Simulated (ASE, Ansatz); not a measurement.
# Twisted Zr2CO2 MXene alternating trilayer, 21.79° (105 atoms): geometry optimisation, part 2 of 2

Wanted: the relaxed structure of twisted Zr2CO2 MXene alternating trilayer, 21.79° (105 atoms) and its electronic structure.

Ansatz 0.2.0; Kohn-Sham DFT, PBE+D3(BJ), PAW (set soft_2), plane waves.

The cell: 21 C, 42 Zr and 42 O. Sampling is at Γ alone, for a cell whose shortest periodic width is 8 Å.

So far. Step 3 (Relaxation): The relaxation changed the energy by -5.09 meV/atom, and atoms moved by 0.086 Å r.m.s., 0.16 Å at most.

## (4) Local order after relaxation

Bonds before and after, by the cutoffs listed below:

| pair | bonds before | bonds after | mean before (Å) | mean after (Å) | spread before (Å) | spread after (Å) |
| --- | --- | --- | --- | --- | --- | --- |
| O-Zr | 126 | 126 | 2.124 | 2.123 | 0.016 | 0.004 |
| Zr-C | 126 | 126 | 2.352 | 2.364 | 0.014 | 0.003 |

Normalised to the volume that the atoms fill. Pair distribution functions g(r), in bins of 0.2 Å:

| r (Å) | total | O-O | O-Zr | O-C | Zr-Zr | Zr-C | C-C |
| --- | --- | --- | --- | --- | --- | --- | --- |
| 2.10 | 2.87 | 0.00 | 8.95 | 0.00 | 0.00 | 0.00 | 0.00 |
| 2.30 | 2.29 | 0.00 | 0.00 | 0.00 | 0.00 | 14.35 | 0.00 |
| 2.50 | 0.00 | 0.00 | 0.00 | 0.00 | 0.00 | 0.00 | 0.00 |
| 2.70 | 0.00 | 0.00 | 0.00 | 0.00 | 0.00 | 0.00 | 0.00 |
| 2.90 | 0.36 | 0.16 | 0.00 | 2.10 | 0.00 | 0.00 | 0.00 |
| 3.10 | 1.23 | 0.84 | 0.00 | 6.80 | 0.00 | 0.00 | 0.00 |
| 3.30 | 3.50 | 7.32 | 0.00 | 0.00 | 10.85 | 0.00 | 14.65 |
| 3.50 | 0.10 | 0.63 | 0.00 | 0.00 | 0.00 | 0.00 | 0.00 |
| 3.70 | 0.49 | 0.56 | 1.25 | 0.00 | 0.00 | 0.00 | 0.00 |
| 3.90 | 0.92 | 0.00 | 2.87 | 0.00 | 0.00 | 0.00 | 0.00 |
| 4.10 | 0.92 | 0.00 | 0.44 | 0.00 | 0.00 | 4.88 | 0.00 |
| 4.30 | 0.13 | 0.82 | 0.00 | 0.00 | 0.00 | 0.00 | 0.00 |
| 4.50 | 0.77 | 0.00 | 0.38 | 4.04 | 0.00 | 0.00 | 0.00 |
| 4.70 | 0.47 | 0.35 | 0.18 | 0.00 | 2.21 | 0.00 | 0.00 |
| 4.90 | 1.20 | 0.31 | 3.60 | 0.00 | 0.00 | 0.00 | 0.00 |
| 5.10 | 1.38 | 1.58 | 3.22 | 0.29 | 0.30 | 0.00 | 0.00 |
| 5.30 | 1.21 | 0.56 | 0.27 | 0.28 | 0.28 | 5.90 | 0.00 |
| 5.50 | 1.00 | 0.00 | 0.26 | 5.73 | 0.00 | 0.00 | 0.00 |
| 5.70 | 1.64 | 2.71 | 0.23 | 0.47 | 5.37 | 0.00 | 4.94 |
| 5.90 | 0.19 | 0.22 | 0.06 | 0.66 | 0.22 | 0.00 | 0.00 |
| 6.10 | 0.32 | 1.32 | 0.15 | 0.00 | 0.00 | 0.41 | 0.00 |
| 6.30 | 0.40 | 0.38 | 0.47 | 0.58 | 0.19 | 0.39 | 0.00 |
| 6.50 | 0.27 | 0.18 | 0.21 | 0.37 | 0.37 | 0.36 | 0.00 |
| 6.70 | 0.91 | 1.67 | 0.18 | 0.34 | 1.89 | 0.51 | 3.69 |
| 6.90 | 1.65 | 1.88 | 3.98 | 0.32 | 0.12 | 0.00 | 0.00 |
| 7.10 | 0.82 | 0.43 | 0.11 | 0.45 | 0.30 | 3.74 | 0.00 |
| 7.30 | 0.83 | 0.02 | 0.60 | 3.35 | 0.28 | 0.30 | 0.09 |
| 7.50 | 0.96 | 0.55 | 1.52 | 0.25 | 1.75 | 0.28 | 0.55 |

Bonds by pair of elements; cutoffs follow the first minimum of g(r), held within bounds set by covalent radii, and pairs that aren't listed don't count as bonded (cutoffs were set anew for this text, so counts can differ from the run's own analysis):

```
pair A-B  cutoff (Å)  bonds  mean length (Å)  spread (Å)  shortest (Å)  B about A  A about B
    O-Zr        2.52    126             2.12       0.004          2.12          3          3
    Zr-C        2.77    126             2.36       0.003          2.36          3          6
```

How many atoms have how many bonded neighbours:

```csv
element,mean,3,6
C,6,0,21
O,3,42,0
Zr,6,0,42
```

Bond angles (no mean is given where the spread exceeds 20°):

```csv
angle,count,mean (°),spread (°)
C-Zr-O,378,-,-
Zr-C-Zr,315,-,-
Zr-O-Zr,126,102,0.2
C-Zr-C,126,88.9,0.1
O-Zr-O,126,102,0.2
```

With the cutoffs above, all C atoms have 6, all O atoms have 3 and all Zr atoms have 6 bonded neighbours.

## (5) Single point at the relaxed geometry

The electronic structure is read at the final geometry, in a run of its own.

Input file input.yaml:

```yaml
crystal:
  lattice:
    - [8.7574, 0.0, 0.0]
    - [-4.3787, 7.58413, 0.0]
    - [0.0, 0.0, 33.59]
  atoms:
    - { symbol: C, position: [0.00111, 0.00088, 0.27997] }
    - { symbol: Zr, position: [0.19171, 0.2385, 0.32152] }
    - { symbol: Zr, position: [0.23903, 0.04822, 0.23847] }
    - { symbol: O, position: [0.23922, 0.04708, 0.34893] }
    [... 95 atom lines left out ...]
    - { symbol: O, position: [0.9053, 0.38068, 0.65126] }
    - { symbol: C, position: [0.85754, 0.57144, 0.72022] }
    - { symbol: Zr, position: [0.04804, 0.80983, 0.76161] }
    - { symbol: Zr, position: [0.09526, 0.61897, 0.67897] }
    - { symbol: O, position: [0.09573, 0.61928, 0.7893] }
    - { symbol: O, position: [0.0467, 0.80832, 0.65115] }
kpoints:
  mp_grid: { grid: [1, 1, 1] }
hamiltonian:
  xc: pbe
  dispersion: d3bj
scf:
  occupations: { method: fixed }
output:
  forces: true
  populations: true
  dos:
    method: { smearing: { sigma: 0.08 } }
    de: 0.1
    projected:
      site_lists:
        C: [C]
        O: [O]
        Zr: [Zr]
        layer_1: [0, 1, 2, 3, 4, 5, 6, 7, 8, 9, 10, 11, 12, 13, 14, 15, 16, 17, 18, 19, 20, 21, 22, 23, 24, 25, 26, 27, 28, 29, 30, 31, 32, 33, 34]
        layer_2: [35, 36, 37, 38, 39, 40, 41, 42, 43, 44, 45, 46, 47, 48, 49, 50, 51, 52, 53, 54, 55, 56, 57, 58, 59, 60, 61, 62, 63, 64, 65, 66, 67, 68, 69]
        layer_3: [70, 71, 72, 73, 74, 75, 76, 77, 78, 79, 80, 81, 82, 83, 84, 85, 86, 87, 88, 89, 90, 91, 92, 93, 94, 95, 96, 97, 98, 99, 100, 101, 102, 103, 104]
  eigenvalues: true
  write_density: true
  write_potential: true
  volumetric_format: npy
  elf: true
```

Launch:

```sh
> ansatz run input.yaml --threads 4 --pin off --max-ram 8192MiB --backend cpu --events-out ev --progress --plain --runs-dir out
```

Numbers of over 12 decimals in the logs are rounded to 6 here.

What it wrote:

```text
[...]
Crystal: 105 atoms, lattice volume = 2230.956 Å³
Basis set: ecut = 420 eV, 43643 PW (Γ), exchange–correlation on 120×120×450 points (8 copies of the dense FFT grid, shifted against one another)
Bands: 525, of which v1, the nominal top of the filled ones, is band 420 counted from 1 (419 counted from 0)
Symmetry: 1 space group operations
[...]
k-points: 1
[...]
SCF iter   1: F=—  HF=-204978.087801 eV  |F-HF|=—  |Δ(HF+E_count)|=         —  Δρ=5.41e-3  dr2=1.04e0  ethr=1.77e-3  ⟨swp⟩=5.0  Hψ=1784  notcnv=0  defer=87
[...]
SCF iter  11: F=-204977.957719 eV  HF=-204977.957719 eV  |F-HF|=2.47e-8  |Δ(HF+E_count)|=   5.88e-9  Δρ=1.09e-6  dr2=3.85e-8  ethr=1.19e-11  ⟨swp⟩=21.0  Hψ=4651  notcnv=0
SCF 1 converged in 11 iterations: F = -204977.957719 eV  dr2 = 3.85e-8
[...]
WARN: The output density's exchange-correlation potential varies sharply where the density is thin. Do not read a vacuum level from v_tot or v_xc, or from such a field of the output density. On a cell that repeats whose density bears no net charge and no dipole along the vacuum's axis use v_es (v_loc + v_h of the components); [...]
SCF converged after 11 iterations
Free energy (F): -204977.957719 eV
[...]
Internal energy: -204977.957719 eV  (E = F + TS)
E sigma→0 (E₀):  -204977.957719 eV
Fermi energy:    5.375702 eV
[...]
--- Forces (eV/Å), atoms counted from 1 ---
  atom   1  C      0.00078528    -0.00043056    -0.00227945
  atom   2  Zr     0.00223454     0.00274118     0.01269809
  atom   3  Zr    -0.00250845     0.00133585     0.01785523
  atom   4  O      0.00283654    -0.00149864     0.00046676
  atom   5  O     -0.00063797    -0.00201143    -0.00815830
  atom   6  C      0.00341024    -0.00405977    -0.00085381
  atom   7  Zr     0.00187922     0.00177337     0.01106509
  atom   8  Zr    -0.00518791     0.00021851     0.01889055
  atom   9  O      0.00087617     0.00353906    -0.00270374
  atom  10  O      0.00195843     0.00069598    -0.01069675
  atom  11  C     -0.00177353    -0.00191001    -0.00180601
  atom  12  Zr     0.00154019     0.00005107     0.01465968
  atom  13  Zr     0.00190938    -0.00120578     0.01955727
  atom  14  O     -0.00354942    -0.00354010    -0.00346883
[...]
atom 104  O     -0.00048644    -0.00007120     0.00776234
  atom 105  O      0.00271957    -0.00189758    -0.00040224
  max |Σ_I F_I| component: 1.03e-4 eV/Å
--- Band table (eV) ---
[...]
--- Löwdin populations: 105 sites ---
  site symbol       q [e]
     0      C      4.9016
     1     Zr     10.8368
     2     Zr     10.8288
[...]
104      O      6.6359
  spilling = 0.004000 (of n_electrons = 840.000000)
```

Wall time 55 s (4 threads of Arm Neoverse V2, shared host); peak memory 3.2 GiB.

The program notes that the exchange-correlation potential is rough where the density is thin.

Numbers from this run:

```yaml
free_energy: -204977.9577 eV
free_energy_per_atom: -1952.1710 eV/atom
scf_cycles: 11
r_m_s_force_component: 0.00566 eV/Å
longest_force: 0.01969 eV/Å
fermi_energy: 5.376 eV
spacing_of_highest_filled_and_lowest_empty_level: 1.567 eV
potential_in_mid_vacuum_over_the_fermi_level: 5.516 eV
potential_4p5_a_over_the_upper_face: 5.517 eV
potential_4p5_a_under_the_lower_face: 5.515 eV
spilling_of_the_projection: 0.004
```

Löwdin charges by element (they lack the spilled electrons, 0.032 e an atom on average):

```
element  coordination  atoms  mean charge (e)  spread   least    most
      C           all     21           -0.899  0.0017  -0.902  -0.896
      O           all     42           -0.635  0.0027  -0.638  -0.629
     Zr           all     42             1.16  0.0054    1.16    1.17
```

By region:

```
 region  atoms  mean length of the force (eV/Å)
layer 1     35                             0.01
layer 2     35                            0.006
layer 3     35                            0.009
```

Density of states as counts of states in windows of 1 eV (from the Fermi level), total and the larger projections:

| from (eV) | to (eV) | total | Zr d | O p | layer 2 | layer 1 | layer 3 | C p |
| --- | --- | --- | --- | --- | --- | --- | --- | --- |
| -10 | -9 | 42.0 | 8.9 | 0.7 | 14.0 | 14.0 | 14.0 | 0.2 |
| -9 | -6 | 0.0 | 0.0 | 0.0 | 0.0 | 0.0 | 0.0 | 0.0 |
| -6 | -5 | 24.6 | 6.5 | 14.3 | 10.1 | 7.2 | 7.2 | 1.8 |
| -5 | -4 | 149.9 | 36.0 | 97.4 | 48.8 | 50.2 | 50.2 | 8.5 |
| -4 | -3 | 77.5 | 12.3 | 56.5 | 24.6 | 26.1 | 26.1 | 4.1 |
| -3 | -2 | 36.0 | 10.2 | 12.1 | 11.9 | 11.9 | 11.9 | 12.1 |
| -2 | -1 | 76.1 | 18.9 | 16.9 | 24.7 | 25.2 | 25.2 | 36.3 |
| -1 | 0 | 11.6 | 1.2 | 3.1 | 4.1 | 3.6 | 3.6 | 6.8 |
| 0 | 1 | 2.3 | 0.3 | 0.6 | 0.8 | 0.7 | 0.8 | 1.4 |
| 1 | 2 | 48.0 | 37.3 | 6.6 | 15.7 | 15.7 | 15.7 | 2.9 |
| 2 | 3 | 10.6 | 7.7 | 1.6 | 3.8 | 3.0 | 3.0 | 0.4 |
| 3 | 4 | 112.9 | 90.1 | 9.0 | 36.4 | 37.5 | 37.4 | 9.3 |

The curve was stored every 0.10 eV, coarse against its broadening of 0.08 eV, so these counts are rough.

With fixed occupations the program's Fermi level is the highest filled level; weight inside the gap is the broadening of levels at its edges.

Between -26 and -10 eV lie 84 more states.

About 338 of the 840 electrons lie in deeper levels, below the stored range.

The levels nearest the highest filled one (over half full), pooled over k-points and spins:

| level less the highest filled one (eV) | occupation |
| --- | --- |
| -0.0013 | 2 |
| -0.001 | 2 |
| -5.0e-4 | 2 |
| -5.0e-4 | 2 |
| -1.0e-4 | 2 |
| 0 | 2 |
| 1.57 | 0 |
| 1.58 | 0 |
| 1.58 | 0 |
| 1.59 | 0 |
| 1.60 | 0 |
| 1.60 | 0 |

Planar average of the electrostatic potential energy along the normal, with the Fermi level as zero, after a running mean with a triangular window 4 Å wide at its base:

```csv
height (Å),potential energy (eV)
0.0,5.52
0.9,5.52
1.9,5.52
2.8,5.52
3.9,5.50
4.8,5.29
5.7,3.24
6.7,-3.45
7.6,-9.04
8.7,-9.65
9.6,-9.09
10.5,-10.08
11.5,-7.55
12.4,-1.60
13.4,0.16
14.3,-5.15
15.2,-9.77
16.3,-9.37
17.2,-9.21
18.2,-10.06
19.1,-6.22
20.0,-0.47
21.0,-0.77
21.9,-6.63
23.0,-10.17
23.9,-9.16
24.8,-9.43
25.8,-9.57
26.7,-4.59
27.8,2.56
28.7,5.14
29.6,5.50
30.6,5.52
31.5,5.52
32.5,5.52
33.4,5.52
```

ELF in the ca plane at fractional y = 0.045, with atoms of Zr and O within 0.2 Å of it. It is the smooth field of the valence electrons, not physical close to the nuclei.

Ten even steps from '0' (0.00) to '9' (0.83), each cell a mean:
```
89841122100011111489998510000000000012699997
87411123200146641258974332000000122111268863
53233223200489984125534888400001466311125422
21478512100698797212117868820002798621012115
31589611001797488311128617930003799841123226
63377410001699896211117989710002689841267534
97322100000478752101212675223100366421489862
99621122100133246631221124687400011101489985
99621355310000489972231148999720000011379985
87311255410001698983121159999720021112258862
52234223310001489972121138999610366311125422
11699721100022146632331013787301799841012127
13898950000145321126762111133003899983112149
23899940000145531268984211000004899983122149
21588621100023321379996210000002799741123226
21123356620001001248997312343100354344212211
21114899950000035435886225787300012799831210
11138858961000168842452126998510005954951111
11138858960011258841220014898610005953951111
43226999840033235422331112577400002799832431
87412687620034211136773111243100000255447863
99731133200012211379997310010000000012589996
79952000000001112699789621000000000114897798
58962100000000002698679841100000000025996699
```
Columns run along c (16.0 Å, from fractional 0.28 to 0.76 of the cell), rows up along a (8.8 Å). Atoms in or near the plane, at fractional coordinates: O at (0.35, 0.24), Zr at (0.54, 0.81), O at (0.43, 0.81), Zr at (0.68, 0.24).

Valence density in the ca plane at fractional y = 0.045, with atoms of Zr and O within 0.2 Å of it. It is the smooth field of the valence electrons, not physical close to the nuclei.

Ten steps, logarithmic in the rise over the least value, from '0' (0.0 e/Å³) to '9' (7.1 e/Å³), each cell a mean:
```
11223456543221100000112234565432211000000112
22333344433332210001333223444444421100001223
34433333334543210013565422233567752100013444
55433222346664210025898532223688873100124554
56532222356764210136998532123688874100124654
45432233346653100025787532223688863100024553
33322344444432100013455432222356643210012332
12223445443222110001235665322233455420001122
12233445432222210000147887422223577631000123
22333344333333210000147887422223688741001223
44433333334543210000247886422223577631013444
66532222357764210001235664322223455321135665
88642222478885200001233333333333332110147886
88642222468875200001233223444443321000146875
66532222357764210001122223455433221000125664
34555322234454421000112334454432222110013445
25787532222467752000124554443322344310001367
36888742112589963100135665332223455420001478
36888742112589963101235765322223455421001478
25787632222467752001234554322233444310001368
13455444332344421001233333343333332210001235
11233455543222110000122233455433221100000122
11123566643211000000011234566542111000000112
01123566653211000000011234666542111000000111
```
Columns run along c (16.0 Å, from fractional 0.21 to 0.68 of the cell), rows up along a (8.8 Å). Atoms in or near the plane, at fractional coordinates: Zr at (0.24, 0.24), O at (0.35, 0.24), Zr at (0.54, 0.81), O at (0.43, 0.81), Zr at (0.68, 0.24).

Mean Löwdin charges: C -0.90, O -0.64, Zr +1.16 e (they miss 0.4 % of the electrons, so they add up to more than the cell's charge). The largest share in the top eV of filled states is C p (60 % of the projected weight), and in the lowest eV of empty states Zr d (79 % of the projected weight). The potential stands 5.52 eV above the highest filled level over the upper face and 5.52 eV under the lower one, a reading of the ionisation potential at this level on the run's k-points.

Local excerpt of 13 atoms (numbers count through the whole input) about C21, picked at random; x, y, z are measured from there.

```
atom      x      y      z  distance (Å)  bonds  Löwdin charge (e)
 C21   0.00   0.00   0.00          0.00      6              -0.90
Zr17   1.25  -1.45   1.39          2.36      6               1.16
 Zr7  -1.88  -0.36   1.39          2.36      6               1.16
Zr13  -1.25   1.44  -1.39          2.36      6               1.17
Zr23   1.88   0.36  -1.39          2.36      6               1.17
 Zr8  -0.62  -1.81  -1.39          2.37      6               1.17
Zr22   0.63   1.81   1.40          2.37      6               1.16
 O24   1.87   0.36   2.32          3.00      3              -0.64
 O14  -1.25   1.44   2.32          3.00      3              -0.63
 O25   0.63   1.81  -2.32          3.01      3              -0.64
 O10  -1.88  -0.36  -2.32          3.01      3              -0.64
  O9  -0.63  -1.81   2.32          3.01      3              -0.63
 O20   1.25  -1.45  -2.32          3.01      3              -0.64
```

The column of bonds counts only the pairs O-Zr within 2.52 Å, Zr-C within 2.77 Å; other neighbours, such as metal atoms beside each other in a compound, aren't counted, and periodic images can show an atom twice.

## (6) A changed input

The input is spoilt on purpose; the run shows how that looks.

input.yaml, the sections that differ from step 5:

```yaml
crystal:
  lattice:
    - [8.7574, 0.0, 0.0]
    - [-4.3787, 7.58413, 0.0]
    - [0.0, 0.0, 33.59]
  atoms:
    [... the 105 atom lines of step 2 ...]
scf:
  occupations: { method: fixed }
  max_iter: 3
output:
  forces: true
# kpoints, hamiltonian: as in step 5
```

What it wrote:

```text
Engine: ansatz 0.2.0, aarch64-unknown-linux-gnu
Pseudopotentials: kind: paw
Pseudopotential: C, paw, valence charge 4, recommended cutoff 420 eV (normal), C.paw.azcp
Pseudopotential: Zr, paw, valence charge 12, recommended cutoff 420 eV (normal), Zr.paw.azcp
Pseudopotential: O, paw, valence charge 6, recommended cutoff 420 eV (normal), O.paw.azcp
[... 5 lines on functional and potentials left out ...]
Crystal: 105 atoms, lattice volume = 2230.956 Å³
Basis set: ecut = 420 eV, 43643 PW (Γ), exchange–correlation on 120×120×450 points (8 copies of the dense FFT grid, shifted against one another)
Bands: 525, of which v1, the nominal top of the filled ones, is band 420 counted from 1 (419 counted from 0)
Symmetry: 1 space group operations
Space group: P1 (ITA 1), of the structure as read, at distance tolerance 1.3e-4 Å
k-points: 1
[... 7 lines on functional and potentials left out ...]
Initial density: superposition of atomic densities (neutral atoms: chi_scale 0, normalization atom), corrected by the library's trained network
Initial wavefunctions: pseudopotential atomic-orbital guess
Functional: x = pbe(κ = 0.804, μ = 0.219515), c = pbe(β = 0.066725)
SCF iter   1: F=—  HF=-204977.565209 eV  |F-HF|=—  |Δ(HF+E_count)|=         —  Δρ=5.17e-3  dr2=8.28e-1  ethr=1.77e-3  ⟨swp⟩=3.0  Hψ=2669  notcnv=0
preconditioner: auto → Resta (q_TF=auto, 2.318 Å⁻¹)  ε∞=2.7  [insulator: Δε(μ)=1.661 eV  Ē_g=16.347 eV  n_scr=486 (ndim 8)  ℏωp=21.6 eV  f_vac=0.375  ε∞_Penn≈2.7  vacuum switching on, ρ_ref=1.9e-2 e/Å³]
SCF iter   2: F=—  HF=-204977.434672 eV  |F-HF|=—  |Δ(HF+E_count)|=   1.31e-1  Δρ=2.27e-3  dr2=1.61e-1  ethr=9.85e-5  ⟨swp⟩=2.0  Hψ=1191  notcnv=0
SCF iter   3: F=—  HF=-204977.419924 eV  |F-HF|=—  |Δ(HF+E_count)|=   1.47e-2  Δρ=1.26e-3  dr2=4.06e-2  ethr=1.91e-5  ⟨swp⟩=1.0  Hψ=1196  notcnv=0
Error: did not converge after 3 iterations: dr2 = 4.06e-2 (threshold 1.00e-7), under the density mixer `msr1`, which `scf.mixing.algorithm: auto` chose by the deck's other keys (type `scf.mixing.algorithm: msr1` to keep it); at k-index 0, counted from 0 in this SCF's own list of k-points, [...]
```

Elapsed: 19 s, on 4 threads; peak memory 3 GiB; 74 s of CPU time.

The run stopped without converging, so none of its numbers is a property of the system.

The program's message: “Error: did not converge after 3 iterations: dr2 = 4.06e-2 (threshold 1.00e-7), under the density mixer `msr1`, which `scf.mixing.algorithm: auto` chose by the deck's other keys (type `scf.mixing.algor …”

The fault in the input: too few SCF iterations (scf.max_iter = 3). The fix is to allow more cycles.

## (7) Outcome

| Quantity | Value |
| --- | --- |
| energy change in the relaxation | -5.095 meV/atom |
| r.m.s. displacement | 0.086 Å |
| largest displacement | 0.159 Å |
| free energy per atom | -1952.1710 eV/atom |
| r.m.s. force component | 0.00566 eV/Å |
| gap (highest filled to lowest empty level) | 1.567 eV |
| potential in mid-vacuum, over the Fermi level | 5.516 eV |
| wall time of the 4 DFT runs | 4 min |

Relaxation lowers the energy by 5.09 meV/atom and moves atoms by 0.086 Å r.m.s.; the r.m.s. force component goes from 0.25 to 0.0057 eV/Å, and the gap from 1.52 to 1.57 eV. By the final cutoffs no bond was broken or made. From the first step to the last the energy fell by 0.535 eV, and the largest move was 0.16 Å (O29). The Zr-C bonds change most in mean length: from 2.352 Å (spread 0.014) to 2.364 Å (spread 0.003). With the cutoffs above, all C atoms have 6, all O atoms have 3 and all Zr atoms have 6 bonded neighbours. The highest filled and lowest empty levels differ by 1.57 eV at Γ alone; the mesh holds the band edges only if they fold onto it, so the gap at this level can be narrower or closed, while semilocal functionals tend to narrow gaps against experiment. The potential stands 5.52 eV above the highest filled level over the upper face and 5.52 eV under the lower one, a reading of the ionisation potential at this level on the run's k-points.

[Logs are printed without paths, hosts, clocks, repeated set-up lines and the standing remarks that a program may print on its own settings, such as how far it seeks lower states.]

[Hosts, paths, dates, database ids (printed as entryN), source tags and the programs' standing remarks are cut or masked in the printed files.]
